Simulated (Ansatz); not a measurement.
# Cs2Os, from a guessed structure to a relaxed one

Starting from a made-up structure for Cs2Os, the aim is the relaxed cell, its shortest contacts and, where a second run follows, its electronic structure.

Main program and level: Ansatz 0.2.0; DFT, PBE, plane-wave PAW, files of the set soft_1, scalar-relativistic, no spin, cell and ions relaxed at zero pressure; PAW set soft_1, in the first sound run; inputs show where later runs differ.

**1. Set-up**

It takes space group P6_3/mmc (No. 194, hexagonal). Conventional cell: a = 5.845 Å, b = 5.845 Å, c = 7.865 Å, α = 90.00°, β = 90.00°, γ = 120.00°. Os has 11 Cs at 3.37 to 3.93 Å nearest. Cs has 8 Cs at 3.91 to 3.93 Å and 6 Os at 3.91 Å nearest. Cs has 5 Os at 3.37 to 3.93 Å and 6 Cs at 3.91 Å nearest. Farther neighbours are not listed.

**2. Relaxing cell and atoms**

The guess takes its coordinates from another compound and its volume from a rule, so the cell and any free coordinates are relaxed together.

Input file input.yaml:

```yaml
crystal:
  lattice:
    - [5.845, 0.0, 0.0]
    - [-2.9225, 5.061918485, 0.0]
    - [0.0, 0.0, 7.865]
  atoms:
    - { symbol: Os, position: [0.333333333, 0.666666667, 0.25] }
    - { symbol: Os, position: [0.666666667, 0.333333333, 0.75] }
    - { symbol: Cs, position: [0.0, 0.0, 0.5] }
    - { symbol: Cs, position: [0.0, 0.0, 0.0] }
    - { symbol: Cs, position: [0.333333333, 0.666666667, 0.75] }
    - { symbol: Cs, position: [0.666666667, 0.333333333, 0.25] }
kpoints:
  mp_grid: { grid: [5, 5, 4] }
scf:
  occupations: { method: fermi_dirac, width: 0.05 }
hamiltonian:
  xc: pbe
  pseudopotentials: { kind: paw, azcp: { folder: soft_1 } }
relax:
  f_tol: 0.015
  max_steps: 70
  cell: {}
output:
  forces: true
  stress: true
```

The run is started by

```sh
$ ansatz run input.yaml --threads 4 --pin off --max-ram 10240MiB --backend cpu --events-out ev --progress --plain --runs-dir out
```

Numbers of over 12 decimals in the logs are rounded to 6 here.

The log of the run:

```text
Engine: ansatz 0.2.0, aarch64-unknown-linux-gnu
Pseudopotentials: kind: paw
Pseudopotential: Os, paw, valence charge 16, recommended cutoff 420 eV (normal), soft_1/Os.paw.azcp
Pseudopotential: Cs, paw, valence charge 9, recommended cutoff 420 eV (normal), soft_1/Cs.paw.azcp
Functional definition: PBE
  parameter kappa = 0.804
  parameter beta = 0.066725
  exchange = pbe_x(kappa = kappa, mu = beta*pi^2/3)
  correlation = pbe_c(beta = beta)
Crystal: 6 atoms, lattice volume = 232.701 Å³
Basis set: ecut = 420 eV, 4551 PW (Γ), exchange–correlation on 80×80×108 points (8 copies of the dense FFT grid, shifted against one another)
Bands: 41, of which v1, the nominal top of the filled ones, is band 34 counted from 1 (33 counted from 0)
Symmetry: 24 space group operations
Space group: P63/mmc (ITA 194), of the structure as read, at distance tolerance 6.2e-5 Å
k-points: 15 of 100
Non-local potential: Os, projectors of the file, l = 0: 3, l = 1: 2, l = 2: 2, l = 3: 1
Non-local potential: Cs, projectors of the file, l = 0: 3, l = 1: 2, l = 2: 2, l = 3: 2
PAW form: soft (Blöchl's): semilocal exchange-correlation on the pseudo side does not see the compensation charge
PAW one-centre angular grid: Os, 590 points (default); XC on 64 Gauss nodes
PAW one-centre angular grid: Cs, 194 points (default); XC on 64 Gauss nodes
Initial density: superposition of atomic densities (chi_scale 0.1, normalization cell, long waves kept (reshape's long-wave potential 0.00 eV rms))
Initial wavefunctions: pseudopotential atomic-orbital guess
Functional: x = pbe(κ = 0.804, μ = 0.219515), c = pbe(β = 0.066725)
SCF iter   1: F=—  HF=-45447.547266 eV  |F-HF|=—  |Δ(HF+E_count)|=         —  Δρ=7.38e-2  dr2=2.96e1  ethr=3.10e-3  ⟨swp⟩=8.0  Hψ=2609  notcnv=0
preconditioner: auto → Kerker (q_TF=auto, 2.223 Å⁻¹)  [metal: Δε(μ)=0.003 eV  Ē_g=6.989 eV  σ=0.050 eV  W_gap=0.02  n_scr=40 (ndim 8)  ℏωp=16.1 eV  f_vac=0.001  D(μ)=21.98/eV (n_scr^D=286)]
SCF iter   2: F=—  HF=-45444.759472 eV  |F-HF|=—  |Δ(HF+E_count)|=    2.79e0  Δρ=2.95e-2  dr2=4.83e0  ethr=3.10e-3  ⟨swp⟩=2.4  Hψ=999  notcnv=0
SCF iter   3: F=—  HF=-45444.206185 eV  |F-HF|=—  |Δ(HF+E_count)|=   5.53e-1  Δρ=6.31e-3  dr2=1.99e-1  ethr=3.10e-3  ⟨swp⟩=2.0  Hψ=856  notcnv=0
SCF iter   4: F=—  HF=-45444.193914 eV  |F-HF|=—  |Δ(HF+E_count)|=   1.23e-2  Δρ=3.97e-3  dr2=3.76e-2  ethr=2.93e-4  ⟨swp⟩=2.0  Hψ=960  notcnv=0  defer=7
SCF iter   5: F=—  HF=-45444.193438 eV  |F-HF|=—  |Δ(HF+E_count)|=   4.76e-4  Δρ=4.46e-3  dr2=3.28e-2  ethr=5.53e-5  ⟨swp⟩=2.0  Hψ=856  notcnv=0  defer=7
SCF iter   6: F=—  HF=-45444.189562 eV  |F-HF|=—  |Δ(HF+E_count)|=   3.88e-3  Δρ=1.30e-3  dr2=3.44e-3  ethr=4.82e-5  ⟨swp⟩=1.0  Hψ=608  notcnv=0  defer=7
SCF iter   7: F=—  HF=-45444.189390 eV  |F-HF|=—  |Δ(HF+E_count)|=   1.72e-4  Δρ=2.99e-4  dr2=2.22e-4  ethr=5.06e-6  ⟨swp⟩=1.9  Hψ=681  notcnv=0  defer=7
SCF iter   8: F=—  HF=-45444.189422 eV  |F-HF|=—  |Δ(HF+E_count)|=   3.22e-5  Δρ=1.41e-4  dr2=3.55e-5  ethr=3.26e-7  ⟨swp⟩=2.5  Hψ=867  notcnv=0  defer=7
SCF iter   9: F=—  HF=-45444.189583 eV  |F-HF|=—  |Δ(HF+E_count)|=   1.61e-4  Δρ=1.04e-5  dr2=6.14e-7  ethr=5.22e-8  ⟨swp⟩=1.0  Hψ=609  notcnv=0  defer=7
SCF iter  10: F=-45444.189583 eV  HF=-45444.189583 eV  |F-HF|=2.61e-8  |Δ(HF+E_count)|=   5.48e-8  Δρ=4.18e-6  dr2=5.40e-8  ethr=1.47e-10  ⟨swp⟩=4.9  Hψ=2190  notcnv=0
SCF 1 converged in 10 iterations: F = -45444.189583 eV  dr2 = 5.40e-8
  greatest PAW one-centre occupation: 1.000 electrons in one spin orbital (limit 2), on the Os atom at site 1 (counted from 0), in its partial waves of l = 0
relax step   1: F+E_penalty+E_count = -45444.18958312 eV  Δ(F+E_penalty+E_count) = +0.000e0 eV  max|allowed force component| = 2.776e-17 eV/Å  Δτ_max = 0.0000 Å  P = +0.486 GPa  Ω = 232.701 Å³  (10 SCF iters, dr2 threshold 1.00e-7 eV, accepted)
Crystal: 6 atoms, lattice volume = 236.122 Å³
Basis set: ecut = 420 eV, 4587 PW (Γ), exchange–correlation on 80×80×108 points (8 copies of the dense FFT grid, shifted against one another)
Initial density: handed on by an earlier stage of this run
Initial wavefunctions: those handed on with the density
iter 1 solved again at ethr=4.69e-6 eV; its pass at ethr=3.10e-3 eV (dr2=3.19e-3 eV) is discarded
SCF iter   1: F=—  HF=-45444.198180 eV  |F-HF|=—  |Δ(HF+E_count)|=         —  Δρ=8.85e-4  dr2=3.46e-3  ethr=4.69e-6  ⟨swp⟩=1.1  Hψ=2805  notcnv=0
preconditioner: auto → Kerker (q_TF=auto, 2.217 Å⁻¹)  [metal: Δε(μ)=0.007 eV  Ē_g=6.687 eV  σ=0.050 eV  W_gap=0.04  n_scr=40 (ndim 8)  ℏωp=16.0 eV  f_vac=0.001  D(μ)=36.07/eV (n_scr^D=576)]
SCF iter   2: F=—  HF=-45444.197646 eV  |F-HF|=—  |Δ(HF+E_count)|=   5.34e-4  Δρ=3.48e-4  dr2=4.28e-4  ethr=4.69e-6  ⟨swp⟩=2.0  Hψ=724  notcnv=0
SCF iter   3: F=—  HF=-45444.197763 eV  |F-HF|=—  |Δ(HF+E_count)|=   1.17e-4  Δρ=2.91e-4  dr2=1.55e-4  ethr=6.29e-7  ⟨swp⟩=2.0  Hψ=755  notcnv=0
SCF iter   4: F=—  HF=-45444.197744 eV  |F-HF|=—  |Δ(HF+E_count)|=   1.89e-5  Δρ=7.34e-5  dr2=1.80e-5  ethr=2.29e-7  ⟨swp⟩=1.1  Hψ=616  notcnv=0
SCF iter   5: F=—  HF=-45444.197740 eV  |F-HF|=—  |Δ(HF+E_count)|=   4.17e-6  Δρ=1.89e-5  dr2=3.11e-6  ethr=2.65e-8  ⟨swp⟩=2.7  Hψ=1062  notcnv=0
SCF iter   6: F=-45444.197739 eV  HF=-45444.197739 eV  |F-HF|=1.70e-7  |Δ(HF+E_count)|=   7.25e-7  Δρ=7.22e-6  dr2=3.31e-7  ethr=8.82e-10  ⟨swp⟩=4.0  Hψ=2109  notcnv=0
SCF 2 converged in 6 iterations: F = -45444.197739 eV  dr2 = 3.31e-7
relax step   2: F+E_penalty+E_count = -45444.19773894 eV  Δ(F+E_penalty+E_count) = -8.156e-3 eV  max|allowed force component| = 1.480e-16 eV/Å  Δτ_max = 0.0000 Å  P = +0.281 GPa  Ω = 236.122 Å³  energy of the carried Pulay correction = -1.378e-4 eV  (6 SCF iters, dr2 threshold 6.00e-7 eV, accepted)
Crystal: 6 atoms, lattice volume = 241.047 Å³
Basis set: ecut = 420 eV, 4707 PW (Γ), exchange–correlation on 80×80×108 points (8 copies of the dense FFT grid, shifted against one another)
iter 1 solved again at ethr=1.01e-5 eV; its pass at ethr=3.10e-3 eV (dr2=6.88e-3 eV) is discarded
SCF iter   1: F=—  HF=-45444.203200 eV  |F-HF|=—  |Δ(HF+E_count)|=         —  Δρ=1.26e-3  dr2=7.53e-3  ethr=1.01e-5  ⟨swp⟩=1.0  Hψ=2806  notcnv=0
preconditioner: auto → Kerker (q_TF=auto, 2.209 Å⁻¹)  [metal: Δε(μ)=0.005 eV  Ē_g=6.669 eV  σ=0.050 eV  W_gap=0.03  n_scr=40 (ndim 8)  ℏωp=15.9 eV  f_vac=0.001  D(μ)=36.99/eV (n_scr^D=576)]
SCF iter   2: F=—  HF=-45444.202092 eV  |F-HF|=—  |Δ(HF+E_count)|=   1.11e-3  Δρ=5.20e-4  dr2=9.30e-4  ethr=1.01e-5  ⟨swp⟩=2.0  Hψ=724  notcnv=0
SCF iter   3: F=—  HF=-45444.202017 eV  |F-HF|=—  |Δ(HF+E_count)|=   7.51e-5  Δρ=5.34e-4  dr2=5.11e-4  ethr=1.37e-6  ⟨swp⟩=2.0  Hψ=751  notcnv=0
SCF iter   4: F=—  HF=-45444.201937 eV  |F-HF|=—  |Δ(HF+E_count)|=   7.93e-5  Δρ=9.57e-5  dr2=3.65e-5  ethr=7.52e-7  ⟨swp⟩=1.1  Hψ=616  notcnv=0
SCF iter   5: F=—  HF=-45444.202098 eV  |F-HF|=—  |Δ(HF+E_count)|=   1.61e-4  Δρ=2.49e-5  dr2=5.90e-6  ethr=5.37e-8  ⟨swp⟩=3.0  Hψ=1201  notcnv=0
SCF iter   6: F=—  HF=-45444.202096 eV  |F-HF|=—  |Δ(HF+E_count)|=   1.40e-6  Δρ=1.11e-5  dr2=6.67e-7  ethr=8.68e-9  ⟨swp⟩=2.1  Hψ=843  notcnv=0
SCF iter   7: F=-45444.202096 eV  HF=-45444.202096 eV  |F-HF|=2.43e-9  |Δ(HF+E_count)|=   1.25e-7  Δρ=2.97e-6  dr2=2.99e-8  ethr=3.27e-10  ⟨swp⟩=4.0  Hψ=2081  notcnv=0
SCF 3 converged in 7 iterations: F = -45444.202096 eV  dr2 = 2.99e-8
relax step   3: F+E_penalty+E_count = -45444.20209630 eV  Δ(F+E_penalty+E_count) = -4.357e-3 eV  max|allowed force component| = 1.327e-16 eV/Å  Δτ_max = 0.0000 Å  P = +0.020 GPa  Ω = 241.047 Å³  energy of the carried Pulay correction = -3.310e-4 eV  (7 SCF iters, dr2 threshold 2.23e-7 eV, accepted)
Crystal: 6 atoms, lattice volume = 241.493 Å³
iter 1 solved again at ethr=8.26e-8 eV; its pass at ethr=3.10e-3 eV (dr2=5.62e-5 eV) is discarded
SCF iter   1: F=—  HF=-45444.202006 eV  |F-HF|=—  |Δ(HF+E_count)|=         —  Δρ=1.27e-4  dr2=7.78e-5  ethr=8.26e-8  ⟨swp⟩=2.0  Hψ=2724  notcnv=0
preconditioner: auto → Kerker (q_TF=auto, 2.209 Å⁻¹)  [metal: Δε(μ)=0.005 eV  Ē_g=6.666 eV  σ=0.050 eV  W_gap=0.03  n_scr=40 (ndim 8)  ℏωp=15.9 eV  f_vac=0.001  D(μ)=36.82/eV (n_scr^D=576)]
SCF iter   2: F=—  HF=-45444.202007 eV  |F-HF|=—  |Δ(HF+E_count)|=   7.63e-7  Δρ=6.01e-5  dr2=1.08e-5  ethr=8.26e-8  ⟨swp⟩=2.0  Hψ=746  notcnv=0
SCF iter   3: F=—  HF=-45444.201999 eV  |F-HF|=—  |Δ(HF+E_count)|=   7.81e-6  Δρ=5.71e-5  dr2=5.83e-6  ethr=1.59e-8  ⟨swp⟩=2.1  Hψ=771  notcnv=0
SCF iter   4: F=—  HF=-45444.202160 eV  |F-HF|=—  |Δ(HF+E_count)|=   1.60e-4  Δρ=9.85e-6  dr2=3.74e-7  ethr=8.57e-9  ⟨swp⟩=1.4  Hψ=631  notcnv=0
SCF iter   5: F=—  HF=-45444.202160 eV  |F-HF|=—  |Δ(HF+E_count)|=   6.71e-8  Δρ=3.39e-6  dr2=2.98e-8  ethr=5.50e-10  ⟨swp⟩=2.1  Hψ=1067  notcnv=0
SCF iter   6: F=—  HF=-45444.202160 eV  |F-HF|=—  |Δ(HF+E_count)|=   5.95e-9  Δρ=1.48e-6  dr2=4.33e-9  ethr=4.38e-11  ⟨swp⟩=2.3  Hψ=1011  notcnv=0
SCF iter   7: F=—  HF=-45444.202160 eV  |F-HF|=—  |Δ(HF+E_count)|=  1.89e-10  Δρ=2.64e-7  dr2=1.85e-10  ethr=6.37e-12  ⟨swp⟩=2.1  Hψ=920  notcnv=0
SCF iter   8: F=-45444.202160 eV  HF=-45444.202160 eV  |F-HF|=7.28e-12  |Δ(HF+E_count)|=  5.09e-11  Δρ=8.24e-8  dr2=2.09e-11  ethr=1.00e-12  ⟨swp⟩=4.1  Hψ=2104  notcnv=0
SCF 4 converged in 8 iterations: F = -45444.202160 eV  dr2 = 2.09e-11
relax step   4: F+E_penalty+E_count = -45444.20215982 eV  Δ(F+E_penalty+E_count) = -6.352e-5 eV  max|allowed force component| = 7.710e-17 eV/Å  Δτ_max = 0.0000 Å  P = +0.001 GPa  Ω = 241.493 Å³  energy of the carried Pulay correction = -3.485e-4 eV  (8 SCF iters, accepted)
Crystal: 6 atoms, lattice volume = 241.773 Å³
iter 1 solved again at ethr=1.12e-7 eV; its pass at ethr=3.10e-3 eV (dr2=7.61e-5 eV) is discarded
SCF iter   1: F=—  HF=-45444.202044 eV  |F-HF|=—  |Δ(HF+E_count)|=         —  Δρ=1.16e-4  dr2=4.80e-5  ethr=1.12e-7  ⟨swp⟩=2.1  Hψ=2730  notcnv=0
preconditioner: auto → Kerker (q_TF=auto, 2.208 Å⁻¹)  [metal: Δε(μ)=0.005 eV  Ē_g=6.665 eV  σ=0.050 eV  W_gap=0.02  n_scr=40 (ndim 8)  ℏωp=15.8 eV  f_vac=0.001  D(μ)=36.88/eV (n_scr^D=576)]
SCF iter   2: F=—  HF=-45444.202037 eV  |F-HF|=—  |Δ(HF+E_count)|=   7.25e-6  Δρ=6.27e-5  dr2=1.07e-5  ethr=7.06e-8  ⟨swp⟩=2.0  Hψ=722  notcnv=0
SCF iter   3: F=—  HF=-45444.202036 eV  |F-HF|=—  |Δ(HF+E_count)|=   1.75e-7  Δρ=4.82e-5  dr2=4.52e-6  ethr=1.58e-8  ⟨swp⟩=1.6  Hψ=729  notcnv=0
SCF iter   4: F=—  HF=-45444.202199 eV  |F-HF|=—  |Δ(HF+E_count)|=   1.62e-4  Δρ=1.14e-5  dr2=6.02e-7  ethr=6.64e-9  ⟨swp⟩=2.0  Hψ=874  notcnv=0
SCF iter   5: F=—  HF=-45444.202199 eV  |F-HF|=—  |Δ(HF+E_count)|=   4.32e-8  Δρ=3.64e-6  dr2=4.70e-8  ethr=8.85e-10  ⟨swp⟩=2.6  Hψ=1089  notcnv=0
SCF iter   6: F=—  HF=-45444.202199 eV  |F-HF|=—  |Δ(HF+E_count)|=   9.04e-9  Δρ=1.09e-6  dr2=5.33e-9  ethr=6.91e-11  ⟨swp⟩=2.1  Hψ=927  notcnv=0
SCF iter   7: F=—  HF=-45444.202199 eV  |F-HF|=—  |Δ(HF+E_count)|=  3.64e-11  Δρ=3.82e-7  dr2=6.79e-10  ethr=7.84e-12  ⟨swp⟩=2.1  Hψ=781  notcnv=0
SCF iter   8: F=—  HF=-45444.202199 eV  |F-HF|=—  |Δ(HF+E_count)|=  5.82e-11  Δρ=1.37e-7  dr2=1.13e-10  ethr=1.00e-12  ⟨swp⟩=2.3  Hψ=936  notcnv=0
SCF iter   9: F=-45444.202199 eV  HF=-45444.202199 eV  |F-HF|=1.46e-11  |Δ(HF+E_count)|=  1.46e-11  Δρ=3.44e-8  dr2=5.00e-12  ethr=1.00e-12  ⟨swp⟩=4.0  Hψ=2073  notcnv=0
SCF 5 converged in 9 iterations: F = -45444.202199 eV  dr2 = 5.00e-12
relax step   5: F+E_penalty+E_count = -45444.20219875 eV  Δ(F+E_penalty+E_count) = -3.893e-5 eV  max|allowed force component| = 1.503e-16 eV/Å  Δτ_max = 0.0000 Å  P = -0.006 GPa  Ω = 241.773 Å³  energy of the carried Pulay correction = -3.599e-4 eV  (9 SCF iters, accepted)
Initial wavefunctions: pseudopotential atomic-orbital guess (no wavefunctions were taken with the density)
iter 1 solved again at ethr=4.89e-6 eV; its pass at ethr=3.10e-3 eV (dr2=3.33e-3 eV) is discarded
SCF iter   1: F=—  HF=-45444.202309 eV  |F-HF|=—  |Δ(HF+E_count)|=         —  Δρ=4.21e-5  dr2=4.50e-7  ethr=4.89e-6  ⟨swp⟩=2.9  Hψ=3692  notcnv=0
eigensolver tolerance schedule: the retry pair's looser diagonalisation over-reported the residual by 7389.87 of it (diagonalisation noise at an unbounded share of the residual, at the tolerance the schedule requests for it); recorded, not acted on — ethr = c·dr2/N_el stays at c = 1.0e-1
preconditioner: auto → Kerker (q_TF=auto, 2.208 Å⁻¹)  [metal: Δε(μ)=0.005 eV  Ē_g=6.665 eV  σ=0.050 eV  W_gap=0.02  n_scr=40 (ndim 8)  ℏωp=15.8 eV  f_vac=0.001  D(μ)=36.85/eV (n_scr^D=576)]
SCF iter   2: F=—  HF=-45444.202522 eV  |F-HF|=—  |Δ(HF+E_count)|=   2.13e-4  Δρ=2.11e-5  dr2=9.89e-8  ethr=6.62e-10  ⟨swp⟩=3.2  Hψ=1468  notcnv=0
SCF iter   3: F=—  HF=-45444.202534 eV  |F-HF|=—  |Δ(HF+E_count)|=   1.21e-5  Δρ=6.71e-6  dr2=4.92e-8  ethr=1.45e-10  ⟨swp⟩=2.0  Hψ=1135  notcnv=0
SCF iter   4: F=—  HF=-45444.202534 eV  |F-HF|=—  |Δ(HF+E_count)|=   3.11e-7  Δρ=2.54e-6  dr2=7.22e-9  ethr=7.23e-11  ⟨swp⟩=1.1  Hψ=617  notcnv=0
SCF iter   5: F=—  HF=-45444.202534 eV  |F-HF|=—  |Δ(HF+E_count)|=   5.23e-8  Δρ=5.17e-7  dr2=3.07e-10  ethr=1.06e-11  ⟨swp⟩=1.0  Hψ=615  notcnv=0
SCF iter   6: F=-45444.202534 eV  HF=-45444.202534 eV  |F-HF|=1.46e-11  |Δ(HF+E_count)|=   1.53e-9  Δρ=4.56e-8  dr2=4.14e-12  ethr=1.00e-12  ⟨swp⟩=4.1  Hψ=2052  notcnv=0
SCF 6 converged in 6 iterations: F = -45444.202534 eV  dr2 = 4.14e-12
relax step   6: F+E_penalty+E_count = -45444.20253413 eV  Δ(F+E_penalty+E_count) = -3.354e-4 eV  max|allowed force component| = 1.480e-16 eV/Å  Δτ_max = 0.0000 Å  P = -0.008 GPa  Ω = 241.773 Å³  stress off target by 1.22e-2 GPa  SCF on the basis re-selected at this cell (its energy is not comparable with the rows above)  (6 SCF iters)
basis re-selected at this cell: Δ(F+E_penalty+E_count) = -3.354e-4 eV, ΔP = -0.001 GPa vs the last step (what re-selecting the basis moved, of the pressure what is left beyond the Pulay correction that the steps carried, after the strain that the cell walked since its last selection, with what the two solves' SCF thresholds leave and, on support functions, any second-order correction that the steps lacked; it is no m [...]
SCF converged after 6 iterations
Free energy (F): -45444.202534 eV
Harris-Foulkes:  -45444.202534 eV  (|F-HF|=1.46e-11)
Internal energy: -45443.918055 eV  (E = F + TS)
E sigma→0 (E₀):  -45444.060294 eV
Entropy (-TS):   -0.284479 eV (-47.413 meV/atom)
Fermi energy:    7.546440 eV
--- Per-component energies (eV) ---
  E_band       = -750.428570
  E_kinetic    = 1557.479271
  E_local      = -5003.731849  (includes V_loc(G=0)·N_el)
  E_nonlocal   = 497.569109
  E_hartree    = 1880.811863
  E_xc         = -1177.706281
  E_vxc        = -1031.956142  (∫ρ·V_xc dr)
  E_paw        = -38338.422095  (= ΣΔE_a)
  E_vpaw       = -531.413506  (= ΣTr[D̂ρ^β])
  E_aug_tail   = 0.000926  (compensation charges beyond the density's cutoff)
  E_ewald      = -4859.918999
  E_smearing   = -0.284479  (= −TS)
  E_closure    = 0.000000  (closes the sum)
  Σ components = -45444.202534   (vs F -45444.202534, Δ=0.00e0)
--- Forces (eV/Å), atoms counted from 1 ---
  atom   1  Os     0.00000000     0.00000000    -0.00000000
  atom   2  Os    -0.00000000    -0.00000000     0.00000000
  atom   3  Cs     0.00000000    -0.00000000     0.00000000
  atom   4  Cs    -0.00000000     0.00000000    -0.00000000
  atom   5  Cs     0.00000000     0.00000000    -0.00000000
  atom   6  Cs    -0.00000000    -0.00000000     0.00000000
  max |Σ_I F_I| component: 2.78e-17 eV/Å
--- Stress (GPa, compression-positive) ---
       -0.012155      -0.000000       0.000000
       -0.000000      -0.012155       0.000000
        0.000000       0.000000       0.001691
  P = ⅓ Tr σ = -0.0075 GPa (-0.075 kbar)
--- Relaxed structure (5 steps of the walk, 5 accepted, 1 SCFs on fresh bases) ---
  F+E_penalty+E_count = -45444.20253413 eV   max|allowed force component| = 1.480e-16 eV/Å   (the final SCF, on the basis selected at the relaxed cell)
  cell:  # Å, volume = 241.7733 Å³
    - [5.916418, 0, 0]
    - [-2.958209, 5.123768, 0]
    - [0, 0, 7.975538]
  atoms:
    - { symbol: Os, position: [0.333333, 0.666667, 0.250000] }
    - { symbol: Os, position: [0.666667, 0.333333, 0.750000] }
    - { symbol: Cs, position: [0, 0, 0.500000] }
    - { symbol: Cs, position: [0, 0, 0] }
    - { symbol: Cs, position: [0.333333, 0.666667, 0.750000] }
    - { symbol: Cs, position: [0.666667, 0.333333, 0.250000] }
```

Wall time 12 s (4 threads of Arm Neoverse V1, shared host); peak memory 0.65 GiB; 46 s of CPU time.

Step by step:

```tsv
step	energy less that of the first step (eV)	largest force component (eV/Å)	pressure (GPa)	volume (Å³)
1	0.0000	0.0000	0.49	232.70
2	-0.0082	0.0000	0.28	236.12
3	-0.0125	0.0000	0.02	241.05
4	-0.0126	0.0000	0.00	241.49
5	-0.0126	0.0000	-0.01	241.77
6*	-0.0130	0.0000	-0.01	241.77
```

Relaxation steps marked * repeat the geometry before them on a plane-wave basis chosen anew for their cell, so energy and pressure can jump there.

Forces are held to the 24 operations that the run works with; a distortion that breaks them can't arise in this run.

```tsv
conventional cell, symmetrised	before	after	change
a (Å)	5.845	5.916	+1.2 %
b (Å)	5.845	5.916	+1.2 %
c (Å)	7.865	7.976	+1.4 %
volume (Å³/atom)	38.78	40.30	+3.9 %
```

Final coordinates:

```xyz
6
Lattice="5.9164 0.0000 0.0000 -2.9582 5.1238 0.0000 0.0000 0.0000 7.9755" Properties=species:S:1:pos:R:3 pbc="T T T"
Os    0.0000    3.4158    1.9939
Os    2.9582    1.7079    5.9817
Cs    0.0000    0.0000    3.9878
Cs    0.0000    0.0000    0.0000
Cs    0.0000    3.4158    5.9817
Cs    2.9582    1.7079    1.9939
```

Numbers from this step:

```
free energy             : -45444.2025 eV
energy at zero smearing : -45444.0603 eV
smearing term TS        : 0.2845 eV
Fermi energy            : 7.546 eV
electrons               : 68
symmetry operations     : 24
pressure                : -0.007539 GPa
```

Shortest distances by pair of elements, guess and relaxed (not always the same contact):

```tsv
pair	guess (Å)	relaxed (Å)
Cs–Os	3.375	3.416
Cs–Cs	3.906	3.955
Os–Os	5.182	5.251
```

The relaxation ends with a pressure of -0.01 GPa.

(Continued in part 2 of 2.)

[Logs are printed without paths, hosts, clocks, repeated set-up lines and the standing remarks that a program may print on its own settings, such as how far it seeks lower states.]

[Hosts, paths, dates, database ids (printed as entryN), source tags and the programs' standing remarks are cut or masked in the printed files.]
